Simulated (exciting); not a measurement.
**Electron–core-hole interaction in the O K spectrum of TaAgO3**

How far do the exchange and direct terms reshape the O K edge of TaAgO3?

Program: exciting sodium. Level of theory: X-ray absorption, core-level Bethe-Salpeter equation, exchange and statically screened direct term, Tamm-Dancoff, all-electron LAPW+lo LDA. Results are calculated unless marked as measured.

Most raw output is cut from this account.

### Step 1. The structure

It takes space group Pm-3m (No. 221, cubic). The conventional cell has a = 3.999 Å, b = 3.999 Å, c = 3.999 Å, α = 90.00°, β = 90.00°, γ = 90.00°. Ta has 6 O at 2.00 Å nearest. Nearest to Ag lie 12 O at 2.83 Å. O has 2 Ta at 2.00 Å nearest. Farther neighbours and most contacts between anions are not listed.

Coordinates:

```cif
data_structure
_symmetry_space_group_name_H-M 'Pm-3m'
_symmetry_Int_Tables_number 221
_cell_length_a 3.9994
_cell_length_b 3.9994
_cell_length_c 3.9994
_cell_angle_alpha 90.000
_cell_angle_beta 90.000
_cell_angle_gamma 90.000
_cell_volume 63.97
loop_
_atom_site_label
_atom_site_type_symbol
_atom_site_symmetry_multiplicity
_atom_site_Wyckoff_symbol
_atom_site_fract_x
_atom_site_fract_y
_atom_site_fract_z
_atom_site_occupancy
Ta1 Ta 1 a 0.00000 0.00000 0.00000 1
Ag1 Ag 1 b 0.50000 0.50000 0.50000 1
O1 O 3 d 0.50000 0.00000 0.00000 1
```

Differences between curves are given as r.m.s. difference over r.m.s. height.

### Step 2. The self-consistent potential

The species files are the program's own, with muffin-tin radii set in the input.

The input, input.xml:

```
<input>
  <title>TaAgO3</title>
  <structure speciespath="." autormt="false" epslat="1.0e-5">
    <crystal>
      <basevect>7.5577139697 0.0000000000 0.0000000000</basevect>
      <basevect>0.0000000000 7.5577139697 0.0000000000</basevect>
      <basevect>0.0000000000 0.0000000000 7.5577139697</basevect>
    </crystal>
    <species speciesfile="Ta.xml" rmt="2.125">
      <atom coord="0.0000000000 0.0000000000 0.0000000000"/>
    </species>
    <species speciesfile="Ag.xml" rmt="2.234">
      <atom coord="0.5000000000 0.5000000000 0.5000000000"/>
    </species>
    <species speciesfile="O.xml" rmt="1.541">
      <atom coord="0.5000000000 0.0000000000 0.0000000000"/>
      <atom coord="0.0000000000 0.5000000000 0.0000000000"/>
      <atom coord="0.0000000000 0.0000000000 0.5000000000"/>
    </species>
  </structure>
  <groundstate do="fromscratch" xctype="LDA_PW" ngridk="4 4 4" rgkmax="7" gmaxvr="14" nempty="8" swidth="0.001" maxscl="100" epsengy="1e-5"/>
</input>
```

The run is started by

```sh
$ OMP_NUM_THREADS=1 mpirun -n 2 exciting
```

It took 2.7 min on 2 MPI ranks of Intel Xeon at 2.50GHz (Skylake/Cascade Lake), shared host.

The warnings file holds hints only, no warning.

The mesh shows a gap of 1.48 eV. Core levels (Dirac, from the valence top):

```
atom  level  energy (eV)
   O  1s1/2       -500.6
```

### Step 3. A richer basis for the empty states

Each species file gets more local orbitals, built from u and its energy derivative at 0.15 Ha and u at 0.9 Ha.

input.xml is that of step 2.

The input, SPECIES.xml, added lines:

```
<lo l="L">  <!-- L = 0, 1, 2, and 3 from Cs on -->
  <wf matchingOrder="0" trialEnergy="0.1500" searchE="false"/>
  <wf matchingOrder="1" trialEnergy="0.1500" searchE="false"/>
  <wf matchingOrder="0" trialEnergy="0.9000" searchE="false"/>
</lo>
```

The run is started by

```sh
$ OMP_NUM_THREADS=1 mpirun -n 2 exciting
```

The job ended after 2.8 min (2 MPI ranks).

Against the first ground state the total energy moves by -9 meV an atom and the gap by -0.01 eV.

### Step 4. Screening, kernels and BSE for O atom 3

The absorber has 2 Ta at 2.00 Å (linear, site symmetry 4/mmm).

input.xml: that of step 3 with these lines changed.

```diff
@@ -20,3 +20,20 @@
   </structure>
-  <groundstate do="fromscratch" xctype="LDA_PW" ngridk="4 4 4" rgkmax="7" gmaxvr="14" nempty="8" swidth="0.001" maxscl="100" epsengy="1e-5"/>
+  <groundstate do="skip" xctype="LDA_PW" ngridk="4 4 4" rgkmax="7" gmaxvr="14" nempty="8" swidth="0.001" maxscl="100" epsengy="1e-5"/>
+  <xs xstype="BSE" ngridk="4 4 4" ngridq="4 4 4" vkloff="0.097 0.273 0.493" rgkmax="7" nempty="33" gqmax="3" lmaxapwwf="5" lmaxemat="2" broad="0.01654" tevout="true">
+    <energywindow intv="18.008 19.625" points="439"/>
+    <screening screentype="full" nempty="53"/>
+    <BSE xas="true" xasspecies="3" xasatom="1" xasedge="K" bsetype="singlet" nstlxas="1 29"/>
+    <qpointset>
+      <qpoint>0 0 0</qpoint>
+    </qpointset>
+    <plan>
+      <doonly task="xsgeneigvec"/>
+      <doonly task="writepmatxs"/>
+      <doonly task="scrgeneigvec"/>
+      <doonly task="scrwritepmat"/>
+      <doonly task="screen"/>
+      <doonly task="scrcoulint"/>
+      <doonly task="exccoulint"/>
+    </plan>
+  </xs>
 </input>
```

The input, input.xml for the last start (plan only):

```
  <plan>
    <doonly task="bse"/>
  </plan>
```

The run is started by

```sh
$ OMP_NUM_THREADS=1 mpirun -n 2 exciting
$ OMP_NUM_THREADS=2 exciting
```

It took 67 min on 2 MPI ranks.

Wall time by task: xsgeneigvec 54 s, writepmatxs 32 s, scrgeneigvec 49 s, scrwritepmat 20 s, screen 13 min, scrcoulint 27 min, exccoulint 22 min, bse 2 min.

The O K spectrum of O atom 3 (energy from the Kohn–Sham onset, core level to the lowest empty state found on the meshes used, 502.02 eV; the ground-state mesh sets it, and the shifted mesh has its lowest transition 0.45 eV above it; Im ε scaled to the maximum of the singlet run; cut below the end of the band set):

```
E (eV)  Im ε
  -3.0  0.02
  -2.5  0.03
  -2.0  0.04
  -1.5  0.05
  -1.0  0.07
  -0.5  0.12
   0.0  0.24
   0.5  0.55
   1.0  0.99
   1.5  0.72
   2.0  0.51
   2.5  0.40
   3.0  0.25
   3.5  0.18
   4.0  0.15
   4.5  0.16
   5.0  0.27
   5.5  0.51
   6.0  0.62
   6.5  0.55
   7.0  0.54
   7.5  0.43
   8.0  0.41
   8.5  0.31
   9.0  0.24
   9.5  0.23
  10.0  0.21
  10.5  0.27
  11.0  0.41
  11.5  0.29
  12.0  0.25
  12.5  0.23
  13.0  0.23
  13.5  0.18
  14.0  0.12
  14.5  0.09
  15.0  0.11
  15.5  0.15
  16.0  0.13
  16.5  0.13
  17.0  0.17
  17.5  0.23
  18.0  0.28
  18.5  0.28
  19.0  0.25
  19.5  0.26
  20.0  0.22
  20.5  0.17
  21.0  0.13
  21.5  0.11
  22.0  0.10
  22.5  0.07
  23.0  0.05
  23.5  0.05
```

Maxima (height): 1.0 eV (1.00), 5.9 eV (0.62), 11.0 eV (0.42), 15.6 eV (0.15), 18.4 eV (0.29) and 19.5 eV (0.26).

The Hamiltonian has 3712 rows. The lowest groups of eigenvalues and the brightest ones, on the scale above (the program counts from the shifted mesh's onset, 0.45 eV higher). Core spinors bring spin-forbidden partners, so dark means forbidden by spin or by symmetry, and the shifted mesh splits states that symmetry would keep together:

```
energy (eV)  states within 10 meV  relative strength
      0.057                     2             0.0081
      0.134                     2              0.019
      0.144                     2              0.071
      0.307                     2              0.013
      0.347                     2               dark
      0.387                     2               dark
      0.944                     2               0.65
      0.964                     1               0.52
      1.060                     1               0.66
      1.092                     1               1.00
      7.050                     2               0.29
     10.896                     3               0.95
     10.983                     4               0.46
```

### Step 5. Independent particles

input.xml: that of step 4 with these lines changed.

```diff
@@ -24,3 +24,3 @@
     <screening screentype="full" nempty="53"/>
-    <BSE xas="true" xasspecies="3" xasatom="1" xasedge="K" bsetype="singlet" nstlxas="1 29"/>
+    <BSE xas="true" xasspecies="3" xasatom="1" xasedge="K" bsetype="IP" nstlxas="1 29"/>
     <qpointset>
@@ -29,9 +29,3 @@
     <plan>
-      <doonly task="xsgeneigvec"/>
-      <doonly task="writepmatxs"/>
-      <doonly task="scrgeneigvec"/>
-      <doonly task="scrwritepmat"/>
-      <doonly task="screen"/>
-      <doonly task="scrcoulint"/>
-      <doonly task="exccoulint"/>
+      <doonly task="bse"/>
     </plan>
```

The run is started by

```sh
$ OMP_NUM_THREADS=2 exciting
```

It took 6 s on 2 threads.

Maxima (height): 3.3 eV (0.59), 8.7 eV (0.51), 12.5 eV (0.53), 19.1 eV (0.30) and 20.6 eV (0.38); 1 lower ones aren't listed. The spectrum differs from the singlet run by 70 % r.m.s. Moving the earlier curve by +1.7 eV leaves 32 %. The highest maximum lies at 3.3 eV (0.59), against 1.0 eV (1.00).

### Step 6. Exchange alone

input.xml: that of step 5 with these lines changed.

```diff
@@ -24,3 +24,3 @@
     <screening screentype="full" nempty="53"/>
-    <BSE xas="true" xasspecies="3" xasatom="1" xasedge="K" bsetype="IP" nstlxas="1 29"/>
+    <BSE xas="true" xasspecies="3" xasatom="1" xasedge="K" bsetype="RPA" nstlxas="1 29"/>
     <qpointset>
```

The run is started by

```sh
$ OMP_NUM_THREADS=2 exciting
```

It took 2.5 min on 2 threads.

Maxima (height): 3.3 eV (0.58), 8.7 eV (0.50), 12.5 eV (0.53), 19.1 eV (0.31) and 20.7 eV (0.39); 1 lower ones aren't listed. The spectrum differs from the independent-particle run by 4 % r.m.s.

### Step 7. Direct term alone

input.xml: that of step 6 with these lines changed.

```diff
@@ -24,3 +24,3 @@
     <screening screentype="full" nempty="53"/>
-    <BSE xas="true" xasspecies="3" xasatom="1" xasedge="K" bsetype="RPA" nstlxas="1 29"/>
+    <BSE xas="true" xasspecies="3" xasatom="1" xasedge="K" bsetype="triplet" nstlxas="1 29"/>
     <qpointset>
```

The run is started by

```sh
$ OMP_NUM_THREADS=2 exciting
```

Wall time 2.6 min (2 threads).

Maxima (height): 1.0 eV (1.04), 5.8 eV (0.64), 11.0 eV (0.40) and 18.4 eV (0.28). Against the singlet run the r.m.s. difference is 6 %.

### Step 8. Local-field cutoff

Changed against the first singlet run: cutoff of the kernels (bohr⁻¹) from 3 to 1.5.

input.xml: that of step 7 with these lines changed.

```diff
@@ -21,6 +21,6 @@
   <groundstate do="skip" xctype="LDA_PW" ngridk="4 4 4" rgkmax="7" gmaxvr="14" nempty="8" swidth="0.001" maxscl="100" epsengy="1e-5"/>
-  <xs xstype="BSE" ngridk="4 4 4" ngridq="4 4 4" vkloff="0.097 0.273 0.493" rgkmax="7" nempty="33" gqmax="3" lmaxapwwf="5" lmaxemat="2" broad="0.01654" tevout="true">
+  <xs xstype="BSE" ngridk="4 4 4" ngridq="4 4 4" vkloff="0.097 0.273 0.493" rgkmax="7" nempty="33" gqmax="1.5" lmaxapwwf="5" lmaxemat="2" broad="0.01654" tevout="true">
     <energywindow intv="18.008 19.625" points="439"/>
     <screening screentype="full" nempty="53"/>
-    <BSE xas="true" xasspecies="3" xasatom="1" xasedge="K" bsetype="triplet" nstlxas="1 29"/>
+    <BSE xas="true" xasspecies="3" xasatom="1" xasedge="K" bsetype="singlet" nstlxas="1 29"/>
     <qpointset>
@@ -29,3 +29,6 @@
     <plan>
-      <doonly task="bse"/>
+      <doonly task="xsgeneigvec"/>
+      <doonly task="screen"/>
+      <doonly task="scrcoulint"/>
+      <doonly task="exccoulint"/>
     </plan>
```

The input, input.xml for the last start (plan only):

```
  <plan>
    <doonly task="bse"/>
  </plan>
```

The run is started by

```sh
$ OMP_NUM_THREADS=1 mpirun -n 2 exciting
$ OMP_NUM_THREADS=2 exciting
```

Run time: 29 min. Hardware: 2 MPI ranks.

These settings are cheaper. Against the singlet run the r.m.s. difference is 9 %. The highest maximum lies at 1.1 eV (0.91), against 1.0 eV (1.00). The kernels miss the short-range part of the Coulomb interaction, its components above their cutoff.

```
E (eV)  first run  this run
  -3.0       0.02      0.02
  -2.0       0.04      0.03
  -1.0       0.07      0.06
   0.0       0.24      0.20
   1.0       0.99      0.88
   2.0       0.51      0.52
   3.0       0.25      0.26
   4.0       0.15      0.14
   5.0       0.27      0.23
   6.0       0.62      0.57
   7.0       0.54      0.54
   8.0       0.41      0.44
   9.0       0.24      0.26
  10.0       0.21      0.22
  11.0       0.41      0.46
  12.0       0.25      0.28
  13.0       0.23      0.25
  14.0       0.12      0.12
  15.0       0.11      0.11
  16.0       0.13      0.14
  17.0       0.17      0.18
  18.0       0.28      0.29
  19.0       0.25      0.26
  20.0       0.22      0.22
  21.0       0.13      0.13
  22.0       0.10      0.10
  23.0       0.05      0.05
```

### Step 9. From independent particles to the full kernel

```
      level  curve passes 0.15 (eV)  highest maximum (eV)  its height
         IP                     1.3                   3.3        0.59
        RPA                     1.4                   3.3        0.58
direct only                    -0.4                   1.0        1.04
    singlet                    -0.3                   1.0        1.00
```

```
E (eV)    IP   RPA  direct only  singlet
  -3.0  0.01  0.01         0.02     0.02
  -2.0  0.01  0.01         0.04     0.04
  -1.0  0.02  0.02         0.08     0.07
   0.0  0.04  0.04         0.27     0.24
   1.0  0.10  0.10         1.04     0.99
   2.0  0.35  0.32         0.49     0.51
   3.0  0.53  0.51         0.24     0.25
   4.0  0.39  0.40         0.15     0.15
   5.0  0.16  0.16         0.29     0.27
   6.0  0.20  0.20         0.63     0.62
   7.0  0.37  0.36         0.53     0.54
   8.0  0.41  0.39         0.40     0.41
   9.0  0.47  0.47         0.23     0.24
  10.0  0.27  0.27         0.21     0.21
  11.0  0.19  0.19         0.39     0.41
  12.0  0.42  0.41         0.24     0.25
  13.0  0.45  0.47         0.23     0.23
  14.0  0.33  0.34         0.11     0.12
  15.0  0.13  0.14         0.11     0.11
  16.0  0.17  0.17         0.13     0.13
  17.0  0.14  0.14         0.17     0.17
  18.0  0.20  0.20         0.27     0.28
  19.0  0.30  0.30         0.24     0.25
  20.0  0.34  0.34         0.21     0.22
  21.0  0.34  0.35         0.12     0.13
  22.0  0.20  0.21         0.09     0.10
  23.0  0.11  0.12         0.05     0.05
```

### Step 10. Results

| Property | Result |
| --- | --- |
| absorber and edge | O K, atom 3 |
| surroundings | 2 Ta at 2.00 Å (linear, site symmetry 4/mmm) |
| first bright state | 0.14 eV from the Kohn–Sham onset, on this mesh |
| highest maximum | 1.0 eV |
| cost of the BSE run | 67 min on 2 MPI ranks of Intel Xeon at 2.50GHz (Skylake/Cascade Lake), shared host; the last task ran on as many threads |

What this shows: Is a core exciton bound? Undecided on this mesh: the first bright state (over 5 % of the brightest) lies at 0.14 eV from the Kohn–Sham onset and at -0.31 eV from the lowest bare transition of its own mesh; weaker or dark states reach down to 0.06 eV. Exchange alone changes the independent-particle spectrum by 4 % r.m.s. Leaving exchange out of the full kernel changes the spectrum by 6 % r.m.s. Binding energies aren't converged on 64 k points, and fine structure above the first lines is partly noise of the mesh. The kernel cutoff is low for a compact core orbital, so the effect of exchange is a lower bound. The zero comes from the unshifted 4×4×4 ground-state mesh; it is exact only where the band minimum lies on that mesh. The Kohn–Sham onset, 502 eV, is no photon energy: the scale needs a rigid shift. No quasiparticle correction widens the gap or stretches the bands. Vibrations and energy-dependent lifetimes are left out. The structure is a Materials Project entry, computed there, and may be a hypothetical form.

[Logs are printed without paths, hosts, clocks, repeated set-up lines and the standing remarks that a program may print on its own settings, such as how far it seeks lower states.]

[Hosts, paths, dates, database ids (printed as entryN), source tags and the programs' standing remarks are cut or masked in the printed files.]
